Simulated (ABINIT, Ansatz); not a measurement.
Planning a run of ABINIT 10.8.3 on K2H4Pt (I4/mmm). The input:

```
acell 3*1.0 Angstrom
rprim 
  -2.874560180000 2.874560180000 3.861188830000
  2.874560180000 -2.874560180000 3.861188830000
  2.874560180000 2.874560180000 -3.861188830000
ntypat 3
znucl 19 1 78
natom 7
typat 1 1 2 2 2 2 3
xred 
  0.250000000000 0.750000000000 0.500000000000
  0.750000000000 0.250000000000 0.500000000000
  0.202788050000 0.797211950000 0.000000000000
  0.202788050000 0.202788050000 0.405576100000
  0.797211950000 0.202788050000 0.000000000000
  0.797211950000 0.797211950000 0.594423900000
  0.000000000000 0.000000000000 0.000000000000
pp_dirpath "pseudos"
pseudos "K.upf, H.upf, Pt.upf"
ecut 38
ngkpt 2 2 2
nshiftk 1
shiftk 0 0 0
kptopt 1
chksymbreak 0
istwfk *1
occopt 1
irdwfk 1
optdriver 99
bs_calctype 1
mbpt_sciss 1.542 eV
bs_loband 13
nband 27
bs_exchange_term 1
bs_coulomb_term 11
bs_coupling 0
bs_algorithm 1
bs_freq_mesh 0 10 0.1 eV
zcut 0.15 eV
ecuteps 3.6
ecutwfn 19
inclvkb 2
irdscr 1
indata_prefix "in"
outdata_prefix "out"
tmpdata_prefix "tmp"
```

```sh
OMP_NUM_THREADS=1 mpirun -n 4 abinit run.abi > log
```

Q: Estimate wall time and host memory on 4 MPI ranks of Intel Xeon Platinum 8488C (Sapphire Rapids), shared host.

It took 46 s; on shared hardware allow 23 s to 91 s. Peak host memory was 0.74 GiB.

The matrix is small, so building the kernel's matrix elements and any screening outweighs its diagonalisation.

[Paths, hosts, dates, memory and timing lines, banners, echoed tables and standing remarks are left out of the program output.]

[Logs are printed without paths, hosts, clocks, repeated set-up lines and the standing remarks that a program may print on its own settings, such as how far it seeks lower states.]

[Runs of the session that timed out or met a known fault of the program may be left out.]

[Hosts, paths, dates, database ids (printed as entryN), source tags and the programs' standing remarks are cut or masked in the printed files.]

[G0W0 gaps are taken among the corrected bands and points alone; a level outside them can change the order at an edge.]

[Where Ansatz stands beside ABINIT at settings called matched, ABINIT's density can come from a denser mesh and the files from another edition; pairs whose starting gaps differed by over 0.03 eV were left out, so agreement reads better than it is.]
